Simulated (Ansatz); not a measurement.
# What AgB (built on the sites of a database entry of InAg) distorts into, part 3 of 3

Which phase does AgB (built on the sites of a database entry of InAg) fall into along its unstable mode, and how much energy does it gain?

Ansatz 0.2.0; DFT PBEsol, scalar-relativistic, plane waves, PAW.

So far. Step 4 (The mode frozen in, largest atomic shift 0.14 Å): The run ends at a pressure of 0.63 GPa, with forces up to 0.025 eV/Å. Step 5 (Energy along the mode, all amplitudes (two of the runs …): The lowest of the steps tried is at 0.14 Å, 2.98 meV/atom below the parent; the bottom of the well need not coincide with a step. The relaxed cell has a = 3.753, c = 13.463 Å (conventional setting).

The structure was built from a prototype and need not be the compound's stable phase.

## 7. The new phase in its own primitive cell (continued)

The steps of the relaxation:

```csv
step,energy less that of the first step (eV),largest force component (eV/Å),pressure (GPa),volume (Å³)
1,0.0000,0.0089,0.01,54.68
2,0.0000,0.0065,-0.01,54.70
3,0.0000,0.0011,0.01,54.73
4,0.0000,0.0006,0.00,54.74
5,0.0000,0.0000,0.00,54.74
6*,0.0000,0.0000,0.00,54.74
```

Relaxation steps marked * repeat the geometry before them on a plane-wave basis chosen anew for their cell, so energy and pressure can jump there.

The run keeps the 12 symmetry operations that it works with, so distortions that break them were not tested.

```csv
"conventional cell, symmetrised",before,after,change
a (Å),3.753,3.753,+0.0 %
b (Å),3.753,3.753,+0.0 %
c (Å),13.450,13.463,+0.1 %
volume (Å³/atom),13.67,13.69,+0.1 %
```

This step gave:

```yaml
pressure: 5.47e-4 GPa
volume_per_atom: 13.69 Å³
```

The largest force component left is 0.016 meV/Å and the pressure is 0.001 GPa, within the tolerances set. The cell now holds 13.69 Å³/atom.

## 8. Modes of the new phase, k-mesh 15×15×15

A relaxed structure may still be a saddle point, so its zone-centre modes are computed. No field response is asked, since the mesh shows no gap.

input.yaml

```yaml
crystal:
  lattice:
    - [1.8764665457, 1.0833784653, 4.4878182523]
    - [-1.8764665457, 1.0833784653, 4.4878182523]
    - [0.0, -2.1667569306, 4.4878182523]
  atoms:
    - { symbol: B, position: [0.3330987421, 0.3330987421, 0.3330987421] }
    - { symbol: B, position: [0.6669012579, 0.6669012579, 0.6669012579] }
    - { symbol: Ag, position: [0.0, 0.0, 0.0] }
    - { symbol: Ag, position: [0.5, 0.5, 0.5] }
kpoints:
  mp_grid: { grid: [15, 15, 15] }
hamiltonian:
  xc: pbesol
scf:
  occupations: { method: methfessel_paxton, width: 0.2 }
output:
  eigenvalues: true
phonons:
  method: dfpt
```

Command:

```
ansatz run input.yaml --threads 4 --pin off --max-ram 7168MiB --backend cpu --events-out ev --progress --plain --runs-dir out
```

Numbers of over 12 decimals in the logs are rounded to 6 here.

Output:

```text
[...]
Crystal: 4 atoms, lattice volume = 54.740 Å³
Basis set: ecut = 420 eV, 1101 PW (Γ), exchange–correlation on 72×72×72 points (8 copies of the dense FFT grid, shifted against one another)
Bands: 27, of which v1, the nominal top of the filled ones, is band 22 counted from 1 (21 counted from 0)
Symmetry: 12 space group operations
k-points: 904 of 3375 (irreducible under 2 space group operations, time reversal used)
[...]
SCF iter   1: F=—  HF=-15345.566377 eV  |F-HF|=—  |Δ(HF+E_count)|=         —  Δρ=8.51e-3  dr2=4.88e-2  ethr=1.77e-3  ⟨swp⟩=4.7  Hψ=85256  notcnv=0
[...]
SCF iter  11: F=-15345.551477 eV  HF=-15345.551477 eV  |F-HF|=1.82e-12  |Δ(HF+E_count)|=  9.09e-12  S|Δr|=    0.00e0  Δρ=4.87e-8  dr2=1.04e-12  ethr=1.00e-12  ⟨swp⟩=6.7  Hψ=103288  notcnv=0
SCF 1 converged in 11 iterations: F = -15345.551477 eV  dr2 = 1.04e-12
[...]
DFPT response loops at Γ: preconditioner auto → Kerker (q_TF=auto, 2.631 Å⁻¹) (partly filled bands, converged f_vac=0.000); β = 1.00, the filter's whole step (`scf.mixing.beta` (0.50) is not read by the response loops under this deck's `scf.mixing.preconditioner`; to damp them name `kerker` or `kerker_dos`, under which they read `scf.mixing.beta`, and type it under 1.00, their step now; both keys bind the ground state too); Broyden in place of MSR1
SCF converged after 11 iterations
[...]
Free energy (F): -15345.551477 eV
[...]
Internal energy: -15345.551015 eV  (E = F + TS)
E sigma→0 (E₀):  -15345.551361 eV
Entropy (-TS):   -0.000462 eV (-0.116 meV/atom)
Fermi energy:    13.595074 eV
[...]
--- Band table (eV; the first three rows and the last of 904) ---
  k-point 0: bands = [... 18 lower, 9.4016, 9.4446, 13.7296, 14.4068, 15.3934, 15.3934, 15.7396, 15.7396, ... 1 higher]
  k-point 1: bands = [... 18 lower, 9.3846, 9.8271, 13.6968, 14.4037, 14.5533, 14.5775, 16.5919, 16.6008, ... 1 higher]
  k-point 2: bands = [... 18 lower, 9.3453, 10.3088, 12.9875, 13.6718, 14.2559, 14.5329, 17.4086, 17.6448, ... 1 higher]
  k-point 903: bands = [... 18 lower, 8.9765, 9.0030, 14.1508, 14.5020, 14.7643, 16.5815, 16.6680, 16.9843, ... 1 higher]
--- Phonons (Γ-DFPT): 6 representative perturbations + reference, on 904 of 3375 k-points (Σ response iterations 21) ---
  k mesh reduced under 2 symmetry operations, with k and −k counted as one. Each operation leaves every solved perturbation unchanged. A smaller set is not used because it would not reduce the number of displacements times k-points to solve
  ASR residual: 3.451e-5 → 0.000e0 eV/Å²; symmetrization residual: 3.329e-6 eV/Å²
  ASR residual per site (eV/Å²): 1.29e-5 1.29e-5 3.45e-5 1.20e-5
  Γ frequencies (cm⁻¹): -74.24 -74.24 -74.12 0.00 0.00 0.00 171.54 171.54 289.83 353.54 426.35 426.35
  non-analytic LO–TO correction: not included (Born effective charges unavailable; polar crystals: no LO–TO splitting at Γ)
```

Elapsed: 9 min, on 4 threads of Arm Neoverse N1, shared host; peak memory 3.5 GiB.

Numbers from this step:

| Item | Value |
| --- | --- |
| sum-rule residual before enforcement | 3.45e-5 eV/Å² |
| point group | -3m |
| highest optical mode at the zone centre (no LO-TO term) | 426.4 cm⁻¹ |
| lowest optical zone-centre mode | -74.24 cm⁻¹ |

Patterns of degenerate modes are one choice out of their space. The modes at Γ (shares of kinetic energy by element, %) (negative means imaginary):

```csv
mode,frequency (cm⁻¹),symmetry,B %,Ag %
1,-74.2,Eu,10,90
2,-74.2,Eu,10,90
3,-74.1,A2u,19,81
4,0.0,acoustic,9,91
5,0.0,acoustic,9,91
6,0.0,acoustic,9,91
7,171.5,Eg,100,0
8,171.5,Eg,100,0
9,289.8,A2u,72,28
10,353.5,A1g,100,0
11,426.4,Eu,81,19
12,426.4,Eu,81,19
```

Displacements in mode 2 (-74.2 cm⁻¹), the largest set to 1:
```
B1  -0.94  0.07  0.00
B2  -0.94  0.07  0.00
Ag3 -0.81  0.06  0.00
Ag4  1.00 -0.07  0.00
```

Displacements in mode 9 (289.8 cm⁻¹), the largest set to 1:
```
B1   0.00  0.00  1.00
B2   0.00  0.00  1.00
Ag3  0.00  0.00  0.07
Ag4  0.00  0.00 -0.27
```

Before it was imposed, the acoustic sum rule was missed by 3.5e-5 eV/Å². Small misses are needed for a sound result but don't prove that mesh and cutoff are converged. The lowest optical mode is imaginary, 74.2i cm⁻¹, so the energy falls along it.

## 9. Outcome

```yaml
unstable_mode_of_the_parent: q = (-0.5, -0.5, -0.5), 142i cm⁻¹
depth_at_the_lowest_point_sampled: 2.98 meV/atom
largest_atomic_shift_at_that_point: 0.14 Å
space_group_reached_within_0p01_a: R-3m
energy_gained_over_the_parent_first_relaxation_on_the_mesh_of_the_frozen_mode: 245 meV/atom
volume_per_atom_phase_reached: 13.7 Å³
lowest_optical_zone_centre_mode_phase_reached: -74.2 cm⁻¹
highest_optical_mode_at_the_zone_centre_no_lo_to_term_phase_reached: 426 cm⁻¹
```

Along this mode the structure falls into R-3m, 245 meV/atom below the parent. At the parent's cell the well is 2.984 meV/atom deep on the steps tried, with its lowest point at a shift of 0.14 Å. Relaxing atoms and cell changes the gain by +241.64 meV/atom against the lowest step (energies at zero smearing). Most of the total comes from this relaxation. The new phase still has an imaginary mode at the zone centre of its cell, so it is a saddle point on the way to a lower structure. Of the 5 patterns followed to their end from this parent, this one ends 671 meV/atom above the lowest, Imma. Each path keeps the symmetry of its pattern, so a lower phase may lie along a pattern not tried. With no gap, or one that is small against the smearing, the frequencies hang on the k mesh and the smearing, most of all near Kohn anomalies. The starting cell was built on a prototype and not taken from a measurement, so the phase need not exist.

[Logs are printed without paths, hosts, clocks, repeated set-up lines and the standing remarks that a program may print on its own settings, such as how far it seeks lower states.]

[Hosts, paths, dates, database ids (printed as entryN), source tags and the programs' standing remarks are cut or masked in the printed files.]
